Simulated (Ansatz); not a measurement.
# Glassy 66P2O5-34MgO (mol %) (153 atoms): where an added charge goes

Aim: add and remove one electron in glassy 66P2O5-34MgO (mol %) (153 atoms), with atoms held and relaxed, and read trapping energy and localisation.

Method: Kohn-Sham DFT, PBE, PAW (set soft_2), plane waves, in Ansatz 0.2.0.

**1. Set-up**

The cell holds 153 atoms: 38 P, 10 Mg and 105 O. Its edges and angles: a = 12.748 Å, b = 12.748 Å, c = 12.748 Å, α = 90.0°, β = 90.0°, γ = 90.0°. 153 atoms (38 P, 10 Mg, 105 O) placed at random at 2.44 g/cm³, melted at 4000 K for 10 ps at fixed volume with the Morse and Coulomb pair potential with partial charges (Pedone, Malavasi, Menziani, Cormack and Segre, J. Phys. Chem. B 110, 11780 (2006)). Quenched from 4000 K to 300 K at 50 K/ps and fixed volume, held 10 ps at zero pressure.

Limits known from the start: The quench rate of 50 K/ps far exceeds what a furnace or splat quench reaches, so expect more defects and frozen-in strain than in a real sample. The network of bonds at the start is that of the classical potential that made the cell, and needn't be the one that DFT or experiment would give. Only the Γ point is sampled, in a cell whose shortest periodic width is 13 Å.

**2. Single point at the start**

The forces at the start show how far the geometry lies from a minimum of this functional.

Input file input.yaml:

```yaml
crystal:
  lattice:
    - [12.74765, 0.0, 0.0]
    - [0.0, 12.74765, 0.0]
    - [0.0, 0.0, 12.74765]
  atoms:
    - { symbol: P, position: [0.03092, 0.16226, 0.88926] }
    - { symbol: P, position: [0.53229, 0.50084, 0.91237] }
    - { symbol: P, position: [0.23228, 0.25897, 0.18056] }
    - { symbol: P, position: [0.57105, 0.0846, 0.72207] }
    - { symbol: P, position: [0.91798, 0.07735, 0.28606] }
    - { symbol: P, position: [0.65674, 0.14007, 0.06775] }
    - { symbol: P, position: [0.31716, 0.60166, 0.91208] }
    - { symbol: P, position: [0.11618, 0.54244, 0.0099] }
    - { symbol: P, position: [0.4851, 0.42281, 0.68049] }
    - { symbol: P, position: [0.90403, 0.61236, 0.31031] }
    - { symbol: P, position: [0.65139, 0.835, 0.49186] }
    - { symbol: P, position: [0.98853, 0.27518, 0.16576] }
    - { symbol: P, position: [0.13455, 0.55696, 0.3487] }
    - { symbol: P, position: [0.2223, 0.68787, 0.53355] }
    - { symbol: P, position: [0.6745, 0.72869, 0.0547] }
    - { symbol: P, position: [0.4091, 0.83383, 0.53965] }
    - { symbol: P, position: [0.9991, 0.75488, 0.96909] }
    - { symbol: P, position: [0.78686, 0.72291, 0.84336] }
    - { symbol: P, position: [0.044, 0.39876, 0.82576] }
    - { symbol: P, position: [0.50508, 0.66874, 0.69157] }
    - { symbol: P, position: [0.09146, 0.3586, 0.48464] }
    - { symbol: P, position: [0.16265, 0.01587, 0.74458] }
    - { symbol: P, position: [0.33983, 0.02251, 0.39461] }
    - { symbol: P, position: [0.4541, 0.01696, 0.01284] }
    - { symbol: P, position: [0.82607, 0.0434, 0.93852] }
    - { symbol: P, position: [0.74431, 0.19073, 0.4231] }
    - { symbol: P, position: [0.73977, 0.92292, 0.70569] }
    - { symbol: P, position: [0.33405, 0.47059, 0.25986] }
    - { symbol: P, position: [0.54128, 0.11468, 0.31978] }
    - { symbol: P, position: [0.31105, 0.91442, 0.17908] }
    - { symbol: P, position: [0.33774, 0.22061, 0.96752] }
    - { symbol: P, position: [0.49345, 0.42849, 0.43723] }
    [... 115 atom lines left out ...]
    - { symbol: O, position: [0.54171, 0.3241, 0.42031] }
    - { symbol: O, position: [0.40358, 0.44967, 0.35576] }
    - { symbol: O, position: [0.56222, 0.70836, 0.0794] }
    - { symbol: O, position: [0.62663, 0.96996, 0.7325] }
    - { symbol: O, position: [0.56047, 0.99926, 0.28161] }
    - { symbol: O, position: [0.67154, 0.62195, 0.29029] }
kpoints:
  mp_grid: { grid: [1, 1, 1] }
hamiltonian:
  xc: pbe
scf:
  occupations: { method: fixed }
output:
  forces: true
```

On the command line:

```console
ansatz run input.yaml --threads 4 --pin off --max-ram 15872MiB --backend cpu --events-out ev --progress --plain --runs-dir out
```

The program printed:

```text
Engine: ansatz 0.2.0, aarch64-unknown-linux-gnu
Pseudopotentials: kind: paw
Pseudopotential: P, paw, valence charge 5, recommended cutoff 420 eV (normal), P.paw.azcp
Pseudopotential: Mg, paw, valence charge 10, recommended cutoff 420 eV (normal), Mg.paw.azcp
Pseudopotential: O, paw, valence charge 6, recommended cutoff 420 eV (normal), O.paw.azcp
Functional definition: PBE
  parameter kappa = 0.804
  parameter beta = 0.066725
  exchange = pbe_x(kappa = kappa, mu = beta*pi^2/3)
  correlation = pbe_c(beta = beta)
Crystal: 153 atoms, lattice volume = 2071.526 Å³
Basis set: ecut = 420 eV, 40483 PW (Γ), exchange–correlation on 180×180×180 points (8 copies of the dense FFT grid, shifted against one another)
Bands: 613, of which v1, the nominal top of the filled ones, is band 460 counted from 1 (459 counted from 0)
Symmetry: 1 space group operations
Space group: P1 (ITA 1), of the structure as read, at distance tolerance 1.3e-4 Å
k-points: 1
Non-local potential: P, projectors of the file, l = 0: 2, l = 1: 2, l = 2: 2
Non-local potential: Mg, projectors of the file, l = 0: 3, l = 1: 2, l = 2: 1
Non-local potential: O, projectors of the file, l = 0: 2, l = 1: 2, l = 2: 1
PAW form: soft (Blöchl's): semilocal exchange-correlation on the pseudo side does not see the compensation charge
PAW one-centre angular grid: P, 110 points (default); XC on 64 Gauss nodes
PAW one-centre angular grid: Mg, 110 points (default); XC on 64 Gauss nodes
PAW one-centre angular grid: O, 110 points (default); XC on 64 Gauss nodes
Initial density: superposition of atomic densities (neutral atoms: chi_scale 0, normalization atom), corrected by the library's trained network
Initial wavefunctions: pseudopotential atomic-orbital guess
Functional: x = pbe(κ = 0.804, μ = 0.219515), c = pbe(β = 0.066725)
SCF iter   1: F=—  HF=-107570.580302 eV  |F-HF|=—  |Δ(HF+E_count)|=         —  Δρ=5.86e-3  dr2=1.16e0  ethr=1.77e-3  ⟨swp⟩=7.0  Hψ=2191  notcnv=0  defer=151
preconditioner: auto → Resta (q_TF=auto, 2.383 Å⁻¹)  ε∞=3.0  [insulator: Δε(μ)=1.694 eV  Ē_g=16.597 eV  n_scr=460 (ndim 8)  ℏωp=23.6 eV  f_vac=0.196  ε∞_Penn≈3.0]
SCF iter   2: F=—  HF=-107570.305613 eV  |F-HF|=—  |Δ(HF+E_count)|=   2.75e-1  Δρ=3.11e-3  dr2=2.53e-1  ethr=1.26e-4  ⟨swp⟩=3.0  Hψ=1081  notcnv=0  defer=151
SCF iter   3: F=—  HF=-107570.246640 eV  |F-HF|=—  |Δ(HF+E_count)|=   5.90e-2  Δρ=1.32e-3  dr2=7.53e-2  ethr=2.75e-5  ⟨swp⟩=4.0  Hψ=837  notcnv=0  defer=144
automatic band count: iteration 3 solves 606 bands in place of 613: the levels show a gap, and the empty bands left out lie too high to hold charge; the band table lists the bands solved (type scf.n_extra_bands for more)
SCF iter   4: F=—  HF=-107570.223797 eV  |F-HF|=—  |Δ(HF+E_count)|=   2.28e-2  Δρ=5.80e-4  dr2=8.22e-3  ethr=8.18e-6  ⟨swp⟩=3.0  Hψ=1076  notcnv=0  defer=144
SCF iter   5: F=—  HF=-107570.222648 eV  |F-HF|=—  |Δ(HF+E_count)|=   1.15e-3  Δρ=3.40e-4  dr2=2.16e-3  ethr=8.94e-7  ⟨swp⟩=3.0  Hψ=995  notcnv=0  defer=144
SCF iter   6: F=—  HF=-107570.222411 eV  |F-HF|=—  |Δ(HF+E_count)|=   2.37e-4  Δρ=9.83e-5  dr2=1.81e-4  ethr=2.35e-7  ⟨swp⟩=3.0  Hψ=872  notcnv=0  defer=144
SCF iter   7: F=—  HF=-107570.222430 eV  |F-HF|=—  |Δ(HF+E_count)|=   1.92e-5  Δρ=5.35e-5  dr2=5.51e-5  ethr=1.97e-8  ⟨swp⟩=3.0  Hψ=1017  notcnv=0  defer=144
SCF iter   8: F=—  HF=-107570.223597 eV  |F-HF|=—  |Δ(HF+E_count)|=   1.17e-3  Δρ=1.72e-5  dr2=6.61e-6  ethr=5.99e-9  ⟨swp⟩=3.0  Hψ=1074  notcnv=0  defer=144
SCF iter   9: F=—  HF=-107570.223598 eV  |F-HF|=—  |Δ(HF+E_count)|=   1.88e-6  Δρ=7.95e-6  dr2=1.30e-6  ethr=7.19e-10  ⟨swp⟩=3.0  Hψ=987  notcnv=0  defer=144
SCF iter  10: F=—  HF=-107570.223599 eV  |F-HF|=—  |Δ(HF+E_count)|=   3.10e-7  Δρ=3.84e-6  dr2=2.83e-7  ethr=1.41e-10  ⟨swp⟩=3.0  Hψ=1000  notcnv=0  defer=144
SCF iter  11: F=-107570.223599 eV  HF=-107570.223599 eV  |F-HF|=8.02e-9  |Δ(HF+E_count)|=   3.18e-8  Δρ=1.03e-6  dr2=2.46e-8  ethr=1.09e-11  ⟨swp⟩=6.0  Hψ=2043  notcnv=0
SCF 1 converged in 11 iterations: F = -107570.223599 eV  dr2 = 2.46e-8
  greatest PAW one-centre occupation: 1.000 electrons in one spin orbital (limit 2), on the Mg atom at site 46 (counted from 0), in its partial waves of l = 0
SCF converged after 11 iterations
Free energy (F): -107570.223599 eV
Harris-Foulkes:  -107570.223599 eV  (|F-HF|=8.02e-9)
Internal energy: -107570.223599 eV  (E = F + TS)
E sigma→0 (E₀):  -107570.223599 eV
Fermi energy:    4.434565 eV
--- Per-component energies (eV) ---
  E_band       = -8171.653853
  E_kinetic    = 22430.043162
  E_local      = -79066.397610  (includes V_loc(G=0)·N_el)
  E_nonlocal   = 7152.961298
  E_hartree    = 29195.324606
  E_xc         = -10442.554109
  E_vxc        = -12658.797321  (∫ρ·V_xc dr)
  E_paw        = -41237.656460  (= ΣΔE_a)
  E_vpaw       = -4420.379773  (= ΣTr[D̂ρ^β])
  E_aug_tail   = 0.266339  (compensation charges beyond the density's cutoff)
  E_ewald      = -35602.210825
  E_smearing   = -0.000000  (= −TS)
  E_closure    = 0.000000  (closes the sum)
  Σ components = -107570.223599   (vs F -107570.223599, Δ=0.00e0)
--- Forces (eV/Å), atoms counted from 1 ---
  atom   1  P      0.47584563    -2.19108671     2.91471303
  atom   2  P      2.93306935     2.41068471    -4.09625778
  atom   3  P     -0.07561869    -3.36745165     0.74056418
  atom   4  P     -0.05829810     3.78897751    -2.04115696
  atom   5  P      3.27560654     1.25426777     2.39407570
  atom   6  P      2.41320259    -1.19014317     3.66295195
  atom   7  P     -0.57197509     1.25519122    -5.29907628
  atom   8  P      0.90407918    -0.36777869     0.58276835
  atom   9  P      3.23317313    -0.85528658     0.20352827
  atom  10  P     -2.82062290     2.40555546     2.23417492
  atom  11  P     -0.98107255     0.81951320    -0.35579222
  atom  12  P     -2.15016406     2.44008792    -2.83512583
  atom  13  P     -1.20984836    -1.67405200     4.13358136
  atom  14  P      2.91039969    -2.73758143     1.88343003
[...]
atom 152  O      1.55123032     0.11281540     1.29757717
  atom 153  O      1.61924088    -0.70200757    -0.57996505
  max |Σ_I F_I| component: 2.82e-5 eV/Å
```

It took 47 s on 4 threads of Arm Neoverse V1, shared host; peak memory 3 GiB.

In the SCF lines HF is the Harris–Foulkes energy and dr2 the Hartree energy of the density residual, in eV; the loop may stop once dr2 is under the threshold and the program's other checks hold. Hψ counts applications of the Hamiltonian.

The r.m.s. force at the start is 1.7 eV/Å.

**3. Relaxation**

The atoms are relaxed in the fixed cell, aiming at the force tolerance of the input.

Input file input.yaml:

```yaml
crystal:
  lattice:
    - [12.74765, 0.0, 0.0]
    - [0.0, 12.74765, 0.0]
    - [0.0, 0.0, 12.74765]
  atoms:
    [... the 153 atom lines of step 2 ...]
kpoints:
  mp_grid: { grid: [1, 1, 1] }
hamiltonian:
  xc: pbe
scf:
  occupations: { method: fixed }
output:
  forces: true
relax:
  f_tol: 0.05
  max_steps: 120
```

The program printed:

```text
[...]
Crystal: 153 atoms, lattice volume = 2071.526 Å³
Basis set: ecut = 420 eV, 40483 PW (Γ), exchange–correlation on 180×180×180 points (8 copies of the dense FFT grid, shifted against one another)
Bands: 613, of which v1, the nominal top of the filled ones, is band 460 counted from 1 (459 counted from 0)
Symmetry: 1 space group operations
[...]
k-points: 1
[...]
SCF iter   1: F=—  HF=-107570.580308 eV  |F-HF|=—  |Δ(HF+E_count)|=         —  Δρ=5.86e-3  dr2=1.16e0  ethr=1.77e-3  ⟨swp⟩=7.0  Hψ=2191  notcnv=0  defer=151
[...]
SCF iter   7: F=-107570.223569 eV  HF=-107570.223593 eV  |F-HF|=2.36e-5  |Δ(HF+E_count)|=   5.63e-5  Δρ=5.59e-5  dr2=5.94e-5  ethr=6.79e-9  ⟨swp⟩=4.0  Hψ=2489  notcnv=0
SCF 1 converged in 7 iterations: F = -107570.223569 eV  dr2 = 5.94e-5
[...]
relax step   1: F+E_penalty+E_count = -107570.22356900 eV  Δ(F+E_penalty+E_count) = +0.000e0 eV  max|allowed force component| = 8.909e0 eV/Å  Δτ_max = 0.0000 Å  (7 SCF iters, dr2 threshold 6.25e-5 eV, accepted)
[... from here on, the SCF cycles and remarks between the steps are left out ...]
relax step   2: F+E_penalty+E_count = -107578.12272392 eV  Δ(F+E_penalty+E_count) = -7.899e0 eV  max|allowed force component| = 6.626e0 eV/Å  Δτ_max = 0.1880 Å  (7 SCF iters, dr2 threshold 1.00e-4 eV, accepted)
relax step   3: F+E_penalty+E_count = -107585.56746974 eV  Δ(F+E_penalty+E_count) = -7.445e0 eV  max|allowed force component| = 2.009e0 eV/Å  Δτ_max = 0.1948 Å  (7 SCF iters, dr2 threshold 1.00e-4 eV, accepted)
relax step   4: F+E_penalty+E_count = -107587.82318395 eV  Δ(F+E_penalty+E_count) = -2.256e0 eV  max|allowed force component| = 1.402e0 eV/Å  Δτ_max = 0.1904 Å  (7 SCF iters, dr2 threshold 1.00e-4 eV, accepted)
relax step   5: F+E_penalty+E_count = -107589.38927901 eV  Δ(F+E_penalty+E_count) = -1.566e0 eV  max|allowed force component| = 7.724e-1 eV/Å  Δτ_max = 0.2000 Å  (7 SCF iters, dr2 threshold 1.00e-4 eV, accepted)
relax step   6: F+E_penalty+E_count = -107590.45567499 eV  Δ(F+E_penalty+E_count) = -1.066e0 eV  max|allowed force component| = 5.100e-1 eV/Å  Δτ_max = 0.1949 Å  (7 SCF iters, dr2 threshold 1.00e-4 eV, accepted)
relax step   7: F+E_penalty+E_count = -107590.89526515 eV  Δ(F+E_penalty+E_count) = -4.396e-1 eV  max|allowed force component| = 4.384e-1 eV/Å  Δτ_max = 0.2000 Å  (6 SCF iters, dr2 threshold 7.90e-5 eV, accepted)
relax step   8: F+E_penalty+E_count = -107591.35375844 eV  Δ(F+E_penalty+E_count) = -4.585e-1 eV  max|allowed force component| = 3.498e-1 eV/Å  Δτ_max = 0.1967 Å  (7 SCF iters, dr2 threshold 8.38e-5 eV, accepted)
relax step   9: F+E_penalty+E_count = -107591.62117546 eV  Δ(F+E_penalty+E_count) = -2.674e-1 eV  max|allowed force component| = 3.908e-1 eV/Å  Δτ_max = 0.2000 Å  (7 SCF iters, dr2 threshold 7.79e-5 eV, accepted)
relax step  10: F+E_penalty+E_count = -107591.82022165 eV  Δ(F+E_penalty+E_count) = -1.990e-1 eV  max|allowed force component| = 5.183e-1 eV/Å  Δτ_max = 0.1909 Å  (7 SCF iters, dr2 threshold 9.72e-5 eV, accepted)
relax step  11: F+E_penalty+E_count = -107592.06525149 eV  Δ(F+E_penalty+E_count) = -2.450e-1 eV  max|allowed force component| = 2.255e-1 eV/Å  Δτ_max = 0.2000 Å  (6 SCF iters, dr2 threshold 1.00e-4 eV, accepted)
relax step  12: F+E_penalty+E_count = -107592.22777361 eV  Δ(F+E_penalty+E_count) = -1.625e-1 eV  max|allowed force component| = 4.319e-1 eV/Å  Δτ_max = 0.1945 Å  (8 SCF iters, dr2 threshold 9.62e-6 eV, accepted)
relax step  13: F+E_penalty+E_count = -107592.33284721 eV  Δ(F+E_penalty+E_count) = -1.051e-1 eV  max|allowed force component| = 5.997e-1 eV/Å  Δτ_max = 0.1946 Å  (7 SCF iters, dr2 threshold 3.53e-5 eV, accepted)
relax step  14: F+E_penalty+E_count = -107592.61296264 eV  Δ(F+E_penalty+E_count) = -2.801e-1 eV  max|allowed force component| = 2.580e-1 eV/Å  Δτ_max = 0.2000 Å  (6 SCF iters, dr2 threshold 1.00e-4 eV, accepted)
relax step  15: F+E_penalty+E_count = -107592.76979526 eV  Δ(F+E_penalty+E_count) = -1.568e-1 eV  max|allowed force component| = 3.339e-1 eV/Å  Δτ_max = 0.2000 Å  (8 SCF iters, dr2 threshold 1.23e-5 eV, accepted)
relax step  16: F+E_penalty+E_count = -107592.80191177 eV  Δ(F+E_penalty+E_count) = -3.212e-2 eV  max|allowed force component| = 4.722e-1 eV/Å  Δτ_max = 0.1198 Å  (7 SCF iters, dr2 threshold 2.06e-5 eV, accepted)
relax step  17: F+E_penalty+E_count = -107592.98745392 eV  Δ(F+E_penalty+E_count) = -1.855e-1 eV  max|allowed force component| = 4.402e-1 eV/Å  Δτ_max = 0.2000 Å  (7 SCF iters, dr2 threshold 1.00e-4 eV, accepted)
relax step  18: F+E_penalty+E_count = -107593.04930937 eV  Δ(F+E_penalty+E_count) = -6.186e-2 eV  max|allowed force component| = 6.598e-1 eV/Å  Δτ_max = 0.1952 Å  (7 SCF iters, dr2 threshold 1.00e-4 eV, accepted)
relax step  19: F+E_penalty+E_count = -107593.39401953 eV  Δ(F+E_penalty+E_count) = -3.447e-1 eV  max|allowed force component| = 3.919e-1 eV/Å  Δτ_max = 0.2000 Å  (7 SCF iters, dr2 threshold 1.00e-4 eV, accepted)
relax step  20: F+E_penalty+E_count = -107593.60441685 eV  Δ(F+E_penalty+E_count) = -2.104e-1 eV  max|allowed force component| = 2.651e-1 eV/Å  Δτ_max = 0.2000 Å  (7 SCF iters, dr2 threshold 5.42e-5 eV, accepted)
relax step  21: F+E_penalty+E_count = -107593.60444833 eV  Δ(F+E_penalty+E_count) = -3.149e-5 eV  max|allowed force component| = 6.692e-1 eV/Å  Δτ_max = 0.1953 Å  (7 SCF iters, dr2 threshold 2.48e-5 eV, accepted)
relax step  22: F+E_penalty+E_count = -107593.79453563 eV  Δ(F+E_penalty+E_count) = -1.901e-1 eV  max|allowed force component| = 3.135e-1 eV/Å  Δτ_max = 0.2000 Å  (6 SCF iters, dr2 threshold 1.00e-4 eV, accepted)
relax step  23: F+E_penalty+E_count = -107593.73730114 eV  Δ(F+E_penalty+E_count) = +5.723e-2 eV  max|allowed force component| = 3.806e-1 eV/Å  Δτ_max = 0.2000 Å  (8 SCF iters, dr2 threshold 2.16e-5 eV, rejected (line search))
relax step  24: F+E_penalty+E_count = -107593.86227674 eV  Δ(F+E_penalty+E_count) = -6.774e-2 eV  max|allowed force component| = 2.252e-1 eV/Å  Δτ_max = 0.0962 Å  (11 SCF iters, accepted)
relax step  25: F+E_penalty+E_count = -107593.87763406 eV  Δ(F+E_penalty+E_count) = -1.536e-2 eV  max|allowed force component| = 1.353e-1 eV/Å  Δτ_max = 0.1000 Å  (7 SCF iters, dr2 threshold 1.11e-5 eV, accepted)
relax step  26: F+E_penalty+E_count = -107593.88576210 eV  Δ(F+E_penalty+E_count) = -8.128e-3 eV  max|allowed force component| = 9.015e-2 eV/Å  Δτ_max = 0.0226 Å  (6 SCF iters, dr2 threshold 6.60e-6 eV, accepted)
relax step  27: F+E_penalty+E_count = -107593.87103087 eV  Δ(F+E_penalty+E_count) = +1.473e-2 eV  max|allowed force component| = 2.526e-1 eV/Å  Δτ_max = 0.2000 Å  (8 SCF iters, dr2 threshold 2.93e-6 eV, rejected (line search))
relax step  28: F+E_penalty+E_count = -107593.89659873 eV  Δ(F+E_penalty+E_count) = -1.084e-2 eV  max|allowed force component| = 8.878e-2 eV/Å  Δτ_max = 0.0740 Å  (10 SCF iters, accepted)
relax step  29: F+E_penalty+E_count = -107593.89930983 eV  Δ(F+E_penalty+E_count) = -2.711e-3 eV  max|allowed force component| = 1.320e-1 eV/Å  Δτ_max = 0.0975 Å  (7 SCF iters, dr2 threshold 3.50e-6 eV, accepted)
relax step  30: F+E_penalty+E_count = -107593.74321697 eV  Δ(F+E_penalty+E_count) = +1.561e-1 eV  max|allowed force component| = 5.263e-1 eV/Å  Δτ_max = 0.1500 Å  (7 SCF iters, dr2 threshold 1.69e-5 eV, rejected (line search))
relax step  31: F+E_penalty+E_count = -107593.90616023 eV  Δ(F+E_penalty+E_count) = -6.850e-3 eV  max|allowed force component| = 5.259e-2 eV/Å  Δτ_max = 0.0299 Å  (10 SCF iters, accepted)
relax step  32: F+E_penalty+E_count = -107593.90561906 eV  Δ(F+E_penalty+E_count) = +5.412e-4 eV  max|allowed force component| = 9.243e-2 eV/Å  Δτ_max = 0.0750 Å  (9 SCF iters, rejected (line search))
relax step  33: F+E_penalty+E_count = -107593.90830358 eV  Δ(F+E_penalty+E_count) = -2.143e-3 eV  max|allowed force component| = 3.979e-2 eV/Å  Δτ_max = 0.0292 Å  (9 SCF iters, accepted)
relax step  34: F+E_penalty+E_count = -107593.90927660 eV  Δ(F+E_penalty+E_count) = -9.730e-4 eV  max|allowed force component| = 6.997e-2 eV/Å  Δτ_max = 0.0365 Å  (8 SCF iters, accepted)
relax step  35: F+E_penalty+E_count = -107593.88668278 eV  Δ(F+E_penalty+E_count) = +2.259e-2 eV  max|allowed force component| = 2.677e-1 eV/Å  Δτ_max = 0.0563 Å  (7 SCF iters, dr2 threshold 2.80e-6 eV, rejected (line search))
relax step  36: F+E_penalty+E_count = -107593.91066409 eV  Δ(F+E_penalty+E_count) = -1.387e-3 eV  max|allowed force component| = 2.081e-2 eV/Å  Δτ_max = 0.0173 Å  (9 SCF iters, accepted)
SCF converged after 9 iterations
Free energy (F): -107593.910664 eV
[...]
Internal energy: -107593.910664 eV  (E = F + TS)
E sigma→0 (E₀):  -107593.910664 eV
Fermi energy:    3.048127 eV
[...]
--- Forces (eV/Å), atoms counted from 1 ---
  atom   1  P     -0.00387024    -0.00411228    -0.00800268
  atom   2  P      0.00045309    -0.00150549     0.00314723
  atom   3  P      0.00242750    -0.00172973    -0.00291378
  atom   4  P     -0.00098324     0.01846363     0.00363946
  atom   5  P     -0.00445501    -0.00048802    -0.00364967
  atom   6  P     -0.00675443    -0.00113379     0.00150108
  atom   7  P     -0.00324684    -0.00570834     0.00361721
  atom   8  P     -0.00149710    -0.00110893    -0.00106794
  atom   9  P      0.00118222     0.00455931     0.00544361
  atom  10  P      0.00191806    -0.00324984     0.00040780
  atom  11  P      0.00000998    -0.00489639     0.00088726
  atom  12  P      0.00226913    -0.00219585     0.00084664
  atom  13  P      0.00316031    -0.00072128     0.00317600
  atom  14  P     -0.00188878     0.00604993     0.00138657
[...]
atom 152  O     -0.00162922    -0.00141905     0.00045303
  atom 153  O      0.00109565     0.00125287    -0.00163393
  max |Σ_I F_I| component: 7.49e-5 eV/Å
--- Relaxed structure (36 steps of the walk, 31 accepted, 0 SCFs on fresh bases) ---
  F+E_penalty+E_count = -107593.91066409 eV   max|allowed force component| = 2.081e-2 eV/Å
  atoms:
    - { symbol: P, position: [0.019651, 0.155390, 0.907648] }
    - { symbol: P, position: [0.552754, 0.466027, 0.934708] }
    - { symbol: P, position: [0.219147, 0.281888, 0.212449] }
    - { symbol: P, position: [0.521010, 0.114352, 0.700042] }
[...]
- { symbol: O, position: [0.683853, 0.541175, 0.315012] }
```

Wall time 19 min (4 threads); peak memory 2.9 GiB.

The relaxation converged after 36 steps, 23.7 eV below its start, with a largest force component of 0.021 eV/Å.

[end of part 1 of 4]

[Long decimals in the printed logs are rounded to 6 places.]

[Logs are printed without paths, hosts, clocks, repeated set-up lines and the standing remarks that a program may print on its own settings, such as how far it seeks lower states.]

[Hosts, paths, dates, database ids (printed as entryN), source tags and the programs' standing remarks are cut or masked in the printed files.]
